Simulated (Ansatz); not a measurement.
# A hypothetical structure for Mg2MnCdN, part 2 of 2

This structure for Mg2MnCdN is made up. Its elements were placed in a known structure type with a cell scaled to their sizes. What cell does the guess relax to, and how far off was it?

Ansatz 0.2.0; DFT, PBE, plane-wave PAW, files of the set soft_1, scalar-relativistic, ferromagnetic start, cell and ions relaxed at zero pressure; PAW set soft_1 (the session's first sound run).

So far: Set-up; Relaxing cell and atoms. The relaxed cell has a = 4.166, c = 4.924 Å (conventional setting).

## Step 3: Electronic structure of the relaxed cell

A second self-consistent run takes a narrower smearing and the mesh shown in its input; the bands follow along the standard path of the relaxed lattice.

This step: DFT, PBE, plane-wave PAW, files of the set soft_1, scalar-relativistic, ferromagnetic start, bands and density of states at the relaxed cell; PAW set soft_1 (Ansatz 0.2.0).

input.yaml reads:

```yaml
crystal:
  lattice:
    - [4.1657063476, 0.0, 0.0]
    - [0.0, 4.1657063476, 0.0]
    - [0.0, 0.0, 4.9242540814]
  atoms:
    - { symbol: Cd, position: [0.5, 0.5, 0.0] }
    - { symbol: Mn, position: [0.0, 0.0, 0.0], spin: 4.0 }
    - { symbol: Mg, position: [0.0, 0.5, 0.5] }
    - { symbol: Mg, position: [0.5, 0.0, 0.5] }
    - { symbol: "N", position: [0.5, 0.5, 0.5] }
magnetization:
  spin_polarized: true
kpoints:
  mp_grid: { grid: [8, 8, 6] }
  band_path:
    path:
      - [[0.0, 0.0, 0.0], [0.0, 0.5, 0.0], [0.5, 0.5, 0.0], [0.0, 0.0, 0.0], [0.0, 0.0, 0.5], [0.0, 0.5, 0.5], [0.5, 0.5, 0.5], [0.0, 0.0, 0.5]]
      - [[0.0, 0.5, 0.0], [0.0, 0.5, 0.5]]
      - [[0.5, 0.5, 0.0], [0.5, 0.5, 0.5]]
    npoints: 8
scf:
  occupations: { method: fermi_dirac, width: 0.03 }
  n_extra_bands: 11
hamiltonian:
  xc: pbe
  pseudopotentials: { kind: paw, azcp: { folder: soft_1 } }
output:
  forces: true
  stress: true
  write_bands: true
  dos: { projected: true }
  write_density: true
  write_potential: true
  elf: true
  volumetric_format: npy
```

The run is started by

```console
$ ansatz run input.yaml --threads 4 --pin off --max-ram 8192MiB --backend cpu --events-out ev --progress --plain --runs-dir out
```

Numbers of over 12 decimals in the logs are rounded to 6 here.

Output:

```text
[...]
Crystal: 5 atoms, lattice volume = 85.451 Å³
Basis set: ecut = 420 eV, 1681 PW (Γ), exchange–correlation on 60×60×72 points (8 copies of the dense FFT grid, shifted against one another)
Bands: 41, of which v1, the nominal top of the filled ones, is band 30 counted from 1 (29 counted from 0)
Symmetry: 16 space group operations
[...]
k-points: 60 of 384
[...]
Starting moments: Σ|m| = 4 μB on 1 of 5 sites
[...]
SCF iter   1: F=—  HF=-16384.127389 eV  |F-HF|=—  |Δ(HF+E_count)|=         —  Δρ=3.30e-2 (↑3.30e-2 ↓2.00e-2)  dr2=2.30e0  dr2_m=1.42e-1  M=4.124 μB ∫|m|=4.457 μB  β_m=0.30  ethr=3.10e-3  ⟨swp⟩=6.1  Hψ=18499  notcnv=0
[...]
SCF iter  13: F=-16384.140544 eV  HF=-16384.140544 eV  |F-HF|=7.26e-9  |Δ(HF+E_count)|=   7.12e-9  Δρ=2.46e-6 (↑1.98e-6 ↓2.46e-6)  dr2=1.06e-8  dr2_m=6.32e-10  M=4.038 μB ∫|m|=4.557 μB  ethr=1.39e-10  ⟨swp⟩=11.0  Hψ=32617  notcnv=0
SCF 1 converged in 13 iterations: F = -16384.140544 eV  dr2 = 1.06e-8
[...]
NSCF: frozen V_eff on 75 k-points
SCF converged after 13 iterations
Magnetization: 4.0376 μB (32.0188 up, 27.9812 down)
Absolute magnetization: 4.5575 μB (∫|ρ↑−ρ↓|, with the PAW one-centre terms)
[...]
Per-site moments (μB) at R_I (Å): [(-0.011472, 1.015627), (4.007405, 1.215060), (-0.00873758, 0.859177), (-0.00873758, 0.859177), (0.078477, 0.859177)]
Free energy (F): -16384.140544 eV
[...]
Internal energy: -16384.131931 eV  (E = F + TS)
E sigma→0 (E₀):  -16384.136238 eV
Entropy (-TS):   -0.008613 eV (-1.723 meV/atom)
Fermi energy:    9.842575 eV
[...]
--- Stress (GPa, compression-positive) ---
       -0.255414       0.000000       0.000000
        0.000000      -0.255414       0.000000
        0.000000       0.000000       0.160018
  P = ⅓ Tr σ = -0.1169 GPa (-1.169 kbar)
--- Band table (eV; the first three rows and the last of 120) ---
  k-point 0 ↑: bands = [... 26 lower, 6.7415, 7.0198, 7.0837, 7.0837, 7.4000, 11.0321, 11.5614, 12.6541, ... 7 higher]
  k-point 1 ↑: bands = [... 26 lower, 7.0009, 7.0261, 7.1382, 7.1382, 7.4010, 10.2599, 12.4007, 12.4897, ... 7 higher]
  k-point 2 ↑: bands = [... 26 lower, 7.0387, 7.2791, 7.2791, 7.3983, 7.4029, 9.6295, 12.1348, 12.1348, ... 7 higher]
  k-point 59 ↓: bands = [... 26 lower, 8.4452, 8.4452, 9.9891, 10.5133, 10.5266, 10.5266, 10.9619, 11.1362, ... 7 higher]
```

Run time: 11 s. Hardware: 4 threads of Arm Neoverse V2, shared host; peak memory 0.61 GiB; 42 s of CPU time.

In the SCF lines HF is the Harris–Foulkes energy and dr2 the Hartree energy of the density residual, in eV; the loop may stop once dr2 is under the threshold and the program's other checks hold. Hψ counts applications of the Hamiltonian.

Numbers from this step:

* free energy: -16384.1405 eV
* energy at zero smearing: -16384.1362 eV
* smearing term TS: 0.008613 eV
* Fermi energy: 9.843 eV
* magnetization: 4.038 μB
* absolute magnetization: 4.558 μB
* site moments: -0.01147, 4.007, -0.008738, -0.008738, 0.07848 μB
* pressure: -0.1169 GPa

bands.tsv at the labelled points (eV, zero at the Fermi level; the bands that come nearest the Fermi level along the path):

```tsv
point	band_31_up	band_32_up	band_33_up	band_26_dn	band_27_dn	band_28_dn	band_29_dn	band_30_dn
Γ	1.19	1.72	2.81	-1.40	0.07	0.91	0.91	1.07
X	-1.55	1.34	3.35	-1.41	-0.33	0.40	0.72	0.92
M	-0.21	-0.21	0.60	-1.96	-0.05	-0.05	0.42	0.42
Γ	1.19	1.72	2.81	-1.40	0.07	0.91	0.91	1.07
Z	-0.34	2.10	2.10	0.10	0.20	0.45	0.94	0.94
R	0.35	0.84	1.84	-0.57	0.16	0.43	0.46	0.65
A	-1.53	-1.37	-0.38	-1.40	-1.40	0.15	0.67	0.68
Z	-0.34	2.10	2.10	0.10	0.20	0.45	0.94	0.94
X	-1.55	1.34	3.35	-1.41	-0.33	0.40	0.72	0.92
R	0.35	0.84	1.84	-0.57	0.16	0.43	0.46	0.65
M	-0.21	-0.21	0.60	-1.96	-0.05	-0.05	0.42	0.42
A	-1.53	-1.37	-0.38	-1.40	-1.40	0.15	0.67	0.68
```

Spin density in the ac plane at fractional y = 0.500, with atoms of Cd and Mg and N within 0.2 Å of it.

Ten even steps from '_' (-0.01 e/Å³) to '@' (0.12 e/Å³), each cell a mean:
```
__________..::::....________
____________......__________
____________________________
____________________________
__________..........________
________....====--....______
________..::##@@==::..______
________..::==++::....______
________..::**@@==....______
________..::++**--....______
________....::::::..________
____________....____________
____________________________
____________....____________
__________..::::..__________
__________..::::::..________
```
Columns run along a (4.2 Å), rows up along c (4.9 Å). Atoms in or near the plane, at fractional coordinates: Cd at (0.50, 0.00), Mg at (0.00, 0.50), N at (0.50, 0.50).

ELF in the ac plane at fractional y = 0.500, with atoms of Cd and Mg and N within 0.2 Å of it. It is the smooth field of the valence electrons, not physical close to the nuclei.

Ten even steps from '_' (0.05) to '@' (0.94), each cell a mean:
```
==--::..::==##%%**--::..::--
----::..::--====--::....::--
----::......::::::......::--
............................
______..::----==----::..____
....__::++########**==..__..
::::__::##%%**++##%%**....--
..::..::%%%%==..**%%**..::::
..::..::%%%%++--##%%**..::::
::..__::**##########++..__::
______..--==++++++==--..____
__........................__
::::::..................::::
----::....::------::....::--
==--::..::--**##++--::..::--
==--::..::==%%@@##==::..::--
```
Columns run along a (4.2 Å), rows up along c (4.9 Å). Atoms in or near the plane, at fractional coordinates: Cd at (0.50, 0.00), Mg at (0.00, 0.50), N at (0.50, 0.50).

Valence density in the ac plane at fractional y = 0.500, with atoms of Cd and Mg and N within 0.2 Å of it. It is the smooth field of the valence electrons, not physical close to the nuclei.

Values in e/Å³, 16 rows by 14 columns, each cell a mean:
```
 0  0  0  0  1  5 14 18 11  4  1  0  0  0
 0  0  0  0  1  2  6  7  4  2  0  0  0  0
 0  0  0  0  0  1  1  1  1  0  0  0  0  0
 0  0  0  0  0  0  0  0  0  0  0  0  0  0
 0  0  0  0  0  0  0  0  0  0  0  0  0  0
 1  1  0  0  0  1  1  1  1  1  0  0  0  1
10  5  0  0  1  1  2  3  2  1  0  0  1  6
24 12  1  0  1  2  3  3  3  1  1  0  4 16
17  8  1  0  1  2  3  3  3  1  0  0  2 11
 3  1  0  0  0  1  1  2  1  1  0  0  0  2
 0  0  0  0  0  0  1  1  0  0  0  0  0  0
 0  0  0  0  0  0  0  0  0  0  0  0  0  0
 0  0  0  0  0  0  1  1  1  0  0  0  0  0
 0  0  0  0  0  1  3  4  2  1  0  0  0  0
 0  0  0  0  1  4 12 14  9  3  1  0  0  0
 0  0  0  0  2  7 19 23 14  5  1  0  0  0
```
Columns run along a (4.2 Å), rows up along c (4.9 Å). Atoms in or near the plane, at fractional coordinates: Cd at (0.50, 0.00), Mg at (0.00, 0.50), N at (0.50, 0.50).

## Step 4: Results

```json
{
  "space group, relaxed": "P4/mmm",
  "conventional cell": "a = 4.166, b = 4.166, c = 4.924 Å; α = 90.0°, β = 90.0°, γ = 90.0°",
  "volume per atom": "17.09 Å³ (guess 19.58)",
  "total moment": "4.08 μB in the cell of 5 atoms"
}
```

**Reading.** Mg2MnCdN relaxes to P4/mmm with a = 4.166, b = 4.166 and c = 4.924 Å. The guessed volume was 15 % too large. The space group P4/mmm was held in the relaxation, so the end point is a stationary structure within it and may be a saddle against distortions or other arrangements. The input starts from parallel moments, and no other start was typed. Bands cross the Fermi level, so it is a metal or semimetal at this level. On the 8×8×6 mesh with the narrower smearing (relaxed on 6×6×6) the forces vanish, as symmetry may demand, and the largest stress component is 0.255 GPa, against the relaxation's thresholds of 0.015 eV/Å and 0.05 GPa. The cutoff wasn't tested. A vector of the cell changed its length by 9 %, more than the volume shows. No dispersion term is used, so weakly bound directions may come out too long. Nothing here tests whether the compound is stable against decomposition.

[Logs are printed without paths, hosts, clocks, repeated set-up lines and the standing remarks that a program may print on its own settings, such as how far it seeks lower states.]

[Hosts, paths, dates, database ids (printed as entryN), source tags and the programs' standing remarks are cut or masked in the printed files.]
